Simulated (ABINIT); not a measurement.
# A GW chain in ABINIT: KMgH3 (Pm-3m), part 3 of 3

How does a plane-wave GW calculation on KMgH3 (Pm-3m) run from the first input to the gap?

ABINIT 10.8.3; LDA and many-body steps on it, plane waves. Known limits of the many-body steps: not at the basis limit; coarse k mesh.

So far. Step 3 (Bands along the symmetry lines): The gap is 2.048 eV, as in the run before at this level. Step 4 (Empty states on the mesh, 2×2×2 mesh, 58 bands): On this mesh the gap is 2.048 eV.

### 5. Screening, 2×2×2 mesh, 54 bands, screening to 106.1 eV

The RPA dielectric matrix is built and inverted for each q.

This step: RPA screening on LDA, plane waves, norm-conserving pseudopotentials.

run.abi reads:

```
acell 3*1.0 Angstrom
rprim 
  4.025000000000 0.000000000000 0.000000000000
  0.000000000000 4.025000000000 0.000000000000
  0.000000000000 0.000000000000 4.025000000000
ntypat 3
znucl 19 12 1
natom 5
typat 1 2 3 3 3
xred 
  0.000000000000 0.000000000000 0.000000000000
  0.500000000000 0.500000000000 0.500000000000
  0.000000000000 0.500000000000 0.500000000000
  0.500000000000 0.000000000000 0.500000000000
  0.500000000000 0.500000000000 0.000000000000
pp_dirpath "pseudos"
pseudos "K.upf, Mg.upf, H.upf"
ecut 38
ngkpt 2 2 2
nshiftk 1
shiftk 0 0 0
kptopt 1
chksymbreak 0
istwfk *1
occopt 1
irdwfk 1
optdriver 3
nband 54
ecuteps 3.9
inclvkb 2
awtr 1
symchi 1
indata_prefix "in"
outdata_prefix "out"
tmpdata_prefix "tmp"
```

Launch:

```sh
OMP_NUM_THREADS=1 mpirun -n 4 abinit run.abi > log
```

Numbers of over 12 decimals in the logs are rounded to 6 here.

The program printed:

```text
.Version 10.8.3 of ABINIT. v10.8.2 released Aug 2026.

 Symmetries : space group Pm -3 m (#221); Bravais cP (primitive cubic)
[... echo of the input left out ...]
== DATASET  1 ==================================================================
-   mpi_nproc: 4, omp_nthreads: 1 (-1 if OMP is not activated)

--- !DatasetInfo
iteration_state: {dtset: 1, }
dimensions: {natom: 5, nkpt: 4, mband: 54, nsppol: 1, nspinor: 1, nspden: 1, mpw: 4950, }
cutoff_energies: {ecut:  38.0, pawecutdg:  -1.0, }
electrons: {nelect:   2.20000000E+01, charge:   0.00000000E+00, occopt:   1.00000000E+00, tsmear:   1.00000000E-02, }

 SCREENING: Calculation of the susceptibility and dielectric matrices

 Based on a program developped by R.W. Godby, V. Olevano, G. Onida, and L. Reining.
 Incorporated in ABINIT by V. Olevano, G.-M. Rignanese, and M. Torrent.
.Using double precision arithmetic ; gwpc =  8

[... cell and pseudopotentials left out ...]
--------------------------------------------------------------------------------

 ==== K-mesh for the wavefunctions ====
 Number of points in the irreducible wedge :     4
[... list of points left out ...]
 Together with 48 symmetry operations and time-reversal symmetry
 yields     8 points in the full Brillouin Zone.

 ==== Q-mesh for the screening function ====
 Number of points in the irreducible wedge :     4
[... list of points left out ...]
 Together with 48 symmetry operations and time-reversal symmetry
 yields     8 points in the full Brillouin Zone.

 setmesh: FFT mesh size selected  =    27x   27x   27
          total number of points  =        19683

 vcoul_init : cutoff-mode = AUXILIARY_FUNCTION
 q-points for optical limit:   1
     1)      0.000010    0.000020    0.000030

- screening: taking advantage of time-reversal symmetry
- Maximum band index for partially occupied states nbvw = 11
- Remaining bands to be divided among processors   nbcw = 43
- Number of bands treated by each node ~10

 Number of electrons calculated from density =   22.0000; Expected =   22.0000
 average of density, n =  0.049995
 r_s =    1.6839
 omega_plasma =   21.5685 [eV]

 calculating chi0 at frequencies [eV] :
  1    0.000000E+00    0.000000E+00
  2    0.000000E+00    2.156849E+01

--------------------------------------------------------------------------------
  q-point number  1        q = ( 0.000000, 0.000000, 0.000000) [r.l.u.]
--------------------------------------------------------------------------------
[... chi0 elements left out ...]
 For q-point:  0.000010 0.000020 0.000030
  dielectric constant =   4.3777
  dielectric constant without local fields =   4.9153

  Average fulfillment of the sum rule on Im[epsilon] for q-point    1 :     44.40  [%]
[... wings left out ...]
  q-point number  2        q = ( 0.500000, 0.000000, 0.000000) [r.l.u.]
--------------------------------------------------------------------------------
[... chi0 elements left out ...]
  Average fulfillment of the sum rule on Im[epsilon] for q-point    2 :     51.34  [%]

 [... 2 further q-points ...]
```

The job ended after 4.5 s (4 MPI ranks of Arm Neoverse V1, shared host; peak memory 0.48 GiB).

Numbers from this step:

```
ε∞ with local fields, on this mesh, along the program's q direction : 4.378
the same without local fields                                       : 4.915
plasma frequency                                                    : 21.57 eV
plane waves in the screening matrix                                 : 171
```

Local fields lower ε∞ by 11 %. On a Γ-centred mesh this coarse the value itself is usually too large, while a short band sum pulls it down.

### 6. Self-energy, 2×2×2 mesh, 54 bands, screening to 106.1 eV

The self-energy is evaluated for the states that the input lists, and the levels follow from it, in one-shot runs by the linearised quasiparticle equation.

This step: G0W0 on LDA, plane waves, norm-conserving pseudopotentials.

run.abi, as its differences from that of step 5:

```diff
@@ -26,8 +26,19 @@
 irdwfk 1
-optdriver 3
+optdriver 4
 nband 54
+gwcalctyp 0
+ecutsigx 38
+symsigma 1
+nkptgw 3
+kptgw 
+  0.5000000000 0.0000000000 0.0000000000
+  0.5000000000 0.5000000000 0.5000000000
+  0.0000000000 0.0000000000 0.0000000000
+bdgw 
+  10 13
+  9 15
+  10 14
 ecuteps 3.9
-inclvkb 2
-awtr 1
-symchi 1
+irdscr 1
+ppmodel 1
 indata_prefix "in"
```

The program printed:

```text
.Version 10.8.3 of ABINIT. v10.8.2 released Aug 2026.

 Symmetries : space group Pm -3 m (#221); Bravais cP (primitive cubic)
[... echo of the input left out ...]
== DATASET  1 ==================================================================
-   mpi_nproc: 4, omp_nthreads: 1 (-1 if OMP is not activated)

--- !DatasetInfo
iteration_state: {dtset: 1, }
dimensions: {natom: 5, nkpt: 4, mband: 54, nsppol: 1, nspinor: 1, nspden: 1, mpw: 4950, }
cutoff_energies: {ecut:  38.0, pawecutdg:  -1.0, }
electrons: {nelect:   2.20000000E+01, charge:   0.00000000E+00, occopt:   1.00000000E+00, tsmear:   1.00000000E-02, }

 SIGMA: Calculation of the GW corrections

 Based on a program developped by R.W. Godby, V. Olevano, G. Onida, and L. Reining.
 Incorporated in ABINIT by V. Olevano, G.-M. Rignanese, and M. Torrent.
.Using double precision arithmetic ; gwpc =  8

[... cell and pseudopotentials left out ...]
--------------------------------------------------------------------------------

 ==== K-mesh for the wavefunctions ====
 Number of points in the irreducible wedge :     4
[... list of points left out ...]
 Together with 48 symmetry operations and time-reversal symmetry
 yields     8 points in the full Brillouin Zone.

 ==== Q-mesh for screening function ====
 Number of points in the irreducible wedge :     4
[... list of points left out ...]
 Together with 48 symmetry operations and time-reversal symmetry
 yields     8 points in the full Brillouin Zone.

 vcoul_init : cutoff-mode = AUXILIARY_FUNCTION
 q-points for optical limit:   1
     1)      0.000010    0.000020    0.000030
 setmesh: FFT mesh size selected  =    45x   45x   45
          total number of points  =        91125

 Number of electrons calculated from density =   22.0000; Expected =   22.0000
 average of density, n =  0.049995
 r_s =    1.6839
 omega_plasma =   21.5685 [eV]

 === KS Band Gaps ===
  >>>> For spin  1
   Minimum direct gap =   4.2158 [eV], located at k-point      :   0.5000  0.5000  0.5000
   Fundamental gap    =   2.0485 [eV], Top of valence bands at :   0.5000  0.0000  0.0000
                                       Bottom of conduction at :   0.5000  0.5000  0.5000
 SIGMA fundamental parameters:
 PLASMON POLE MODEL  1
 number of plane-waves for SigmaX                 4945
 number of plane-waves for SigmaC and W            171
 number of plane-waves for wavefunctions          4945
 number of bands                                    54
 number of independent spin polarizations            1
 number of spinorial components                      1
 number of k-points in IBZ                           4
 number of q-points in IBZ                           4
 number of symmetry operations                      48
 number of k-points in BZ                            8
 number of q-points in BZ                            8
 number of frequencies for dSigma/dE                 9
 frequency step for dSigma/dE [eV]                0.25
 number of omega for Sigma on real axis              0
 max omega for Sigma on real axis  [eV]           0.00
 zcut for avoiding poles [eV]                     0.10

 EPSILON^-1 parameters (SCR file):
 dimension of the eps^-1 matrix on file            171
 dimension of the eps^-1 matrix used               171
 number of plane-waves for wavefunctions          4945
 number of bands                                    54
 number of q-points in IBZ                           4
 number of frequencies                               2
 number of real frequencies                          1
 number of imag frequencies                          1

 matrix elements of self-energy operator (all in [eV])

 Perturbative Calculation

--- !SelfEnergy_ee
iteration_state: {dtset: 1, }
kpoint     : [   0.500,    0.000,    0.000, ]
spin       : 1
KS_gap     :    5.054
QP_gap     :    7.490
Delta_QP_KS:    2.436
data: !SigmaeeData |
     Band     E0 <VxcDFT>   SigX SigC(E0)      Z dSigC/dE  Sig(E)    E-E0       E
       10  -1.018 -10.065 -13.670   2.443   0.778  -0.286 -10.969  -0.904  -1.922
       11   1.864 -11.059 -14.320   2.147   0.786  -0.272 -11.934  -0.876   0.988
       12   6.918  -9.618  -4.223  -3.485   0.817  -0.224  -8.058   1.560   8.478
       13   6.918  -9.618  -4.223  -3.485   0.817  -0.224  -8.058   1.560   8.479

--- !SelfEnergy_ee
iteration_state: {dtset: 1, }
kpoint     : [   0.500,    0.500,    0.500, ]
spin       : 1
KS_gap     :    4.216
QP_gap     :    6.399
Delta_QP_KS:    2.184
data: !SigmaeeData |
     Band     E0 <VxcDFT>   SigX SigC(E0)      Z dSigC/dE  Sig(E)    E-E0       E
        9  -0.303 -10.514 -14.164   2.443   0.776  -0.289 -11.450  -0.937  -1.240
       10  -0.303 -10.514 -14.164   2.443   0.776  -0.289 -11.450  -0.937  -1.240
       11  -0.303 -10.514 -14.164   2.443   0.776  -0.289 -11.450  -0.937  -1.240
       12   3.912  -9.795  -5.160  -3.111   0.818  -0.222  -8.549   1.247   5.159
       13   7.225  -8.631  -3.797  -3.499   0.817  -0.224  -7.540   1.090   8.316
       14   7.225  -8.631  -3.797  -3.499   0.817  -0.224  -7.540   1.090   8.316
       15   7.225  -8.631  -3.797  -3.499   0.817  -0.224  -7.540   1.090   8.316

--- !SelfEnergy_ee
iteration_state: {dtset: 1, }
kpoint     : [   0.000,    0.000,    0.000, ]
spin       : 1
KS_gap     :    5.981
QP_gap     :    8.113
Delta_QP_KS:    2.132
data: !SigmaeeData |
     Band     E0 <VxcDFT>   SigX SigC(E0)      Z dSigC/dE  Sig(E)    E-E0       E
       10   1.369 -10.687 -13.888   2.141   0.787  -0.271 -11.521  -0.834   0.535
       11   1.369 -10.687 -13.888   2.141   0.787  -0.271 -11.521  -0.834   0.535
       12   7.350  -9.313  -4.160  -3.558   0.814  -0.229  -8.015   1.298   8.648
       13   7.350  -9.313  -4.160  -3.558   0.814  -0.229  -8.015   1.298   8.648
       14   7.350  -9.313  -4.160  -3.558   0.814  -0.229  -8.015   1.298   8.648

== END DATASET(S) ==============================================================
================================================================================

 -outvars: echo values of variables after computation  --------
           etotal      0.0000000000E+00
            nband          54
             nkpt           4
          spgroup         221
 [... the other variables as echoed above ...]

 Calculation completed.
```

The job ended after 5 s (4 MPI ranks; peak memory 0.64 GiB).

This step gave:

```yaml
g0w0_gap_on_the_points_computed: 4.171 eV
starting_gap_on_the_mesh: 2.048 eV
k_of_the_valence_top: 0.5, 0, 0
k_of_the_conduction_bottom: 0.5, 0.5, 0.5
z_at_the_valence_top: 0.786
z_at_the_conduction_bottom: 0.818
least_direct_g0w0_gap_on_the_computed_points: 6.399 eV
```

The gap on the mesh goes from 2.05 eV to 4.17 eV, a correction of +2.12 eV.

Limits: finite bands, cutoff and mesh; coarse k mesh. v1 is the top filled band, c1 the lowest empty one. The levels before and after the correction (eV, zero at the valence-band top of each column):

|  | conduction bottom | valence top |
| --- | --- | --- |
| Kohn-Sham | 2.05 | 0.00 |
| G0W0 | 4.17 | 0.00 |

|  | level | energy (eV) |
| --- | --- | --- |
| Kohn-Sham | (0.5 0 0) v2 | -2.882 |
| Kohn-Sham | (0.5 0 0) v1 | 0.000 |
| Kohn-Sham | (0.5 0 0) c1-c2 | 5.055 |
| Kohn-Sham | (0.5 0.5 0.5) v3-v1 | -2.167 |
| Kohn-Sham | (0.5 0.5 0.5) c1 | 2.048 |
| Kohn-Sham | (0.5 0.5 0.5) c2-c4 | 5.362 |
| G0W0 | (0.5 0 0) v2 | -2.910 |
| G0W0 | (0.5 0 0) v1 | 0.000 |
| G0W0 | (0.5 0 0) c1-c2 | 7.490 |
| G0W0 | (0.5 0.5 0.5) v3-v1 | -2.228 |
| G0W0 | (0.5 0.5 0.5) c1 | 4.171 |
| G0W0 | (0.5 0.5 0.5) c2-c4 | 7.328 |

### 7. Where the time went

Times are wall times on 4 MPI ranks of Arm Neoverse V1, shared host, good to a factor of about two.

| step | time | share | memory (GiB) |
| --- | --- | --- | --- |
| ground state | 18 s | 26 % | 0.33 |
| bands along the symmetry lines | 31 s | 46 % | 0.33 |
| empty states on the mesh | 9 s | 13 % | 0.28 |
| screening | 4.5 s | 7 % | 0.48 |
| self-energy | 5 s | 7 % | 0.64 |

### 8. Summary of results

- LDA gap: 2.05 eV, indirect
- G0W0 gap on the mesh: 4.17 eV
- GW settings: 2×2×2 mesh, 54 bands, screening to 106.1 eV, Godby-Needs plasmon pole
- known limits: not at the basis limit; coarse k mesh

What this shows: G0W0 moves the gap on the mesh from 2.05 eV to 4.17 eV (+2.12 eV), with Z of 0.79 and 0.82 at the edges. Local fields lower the RPA ε∞ on this mesh from 4.92 to 4.38; a Γ-centred mesh this coarse tends to raise both, most where the direct gap is narrow, while a short band sum lowers them. Only 3 of the mesh's irreducible points were corrected, so a valley elsewhere could overtake. The dearest step here is «bands along the symmetry lines». Bands and cutoff are finite, so the gap is not at the basis limit. The miss can reach some tenths of an eV and take either sign; the mesh is an error of its own. In the G0W0 run levels were corrected at 3 k points alone, so a gap called «on the mesh» is the least over those, and an edge elsewhere would be missed. The 2×2×2 mesh is coarse for this cell, which bears on the long-range parts of exchange and screening. This is the ideal cubic cell; many perovskites, halides above all, are cubic only on average, and local tilts or off-centring can widen the gap.

[Paths, hosts, dates, memory and timing lines, banners, echoed tables and standing remarks are left out of the program output.]

[Logs are printed without paths, hosts, clocks, repeated set-up lines and the standing remarks that a program may print on its own settings, such as how far it seeks lower states.]

[Runs of the session that timed out or met a known fault of the program may be left out.]

[Hosts, paths, dates, database ids (printed as entryN), source tags and the programs' standing remarks are cut or masked in the printed files.]

[G0W0 gaps are taken among the corrected bands and points alone; a level outside them can change the order at an edge.]

[Where Ansatz stands beside ABINIT at settings called matched, ABINIT's density can come from a denser mesh and the files from another edition; pairs whose starting gaps differed by over 0.03 eV were left out, so agreement reads better than it is.]
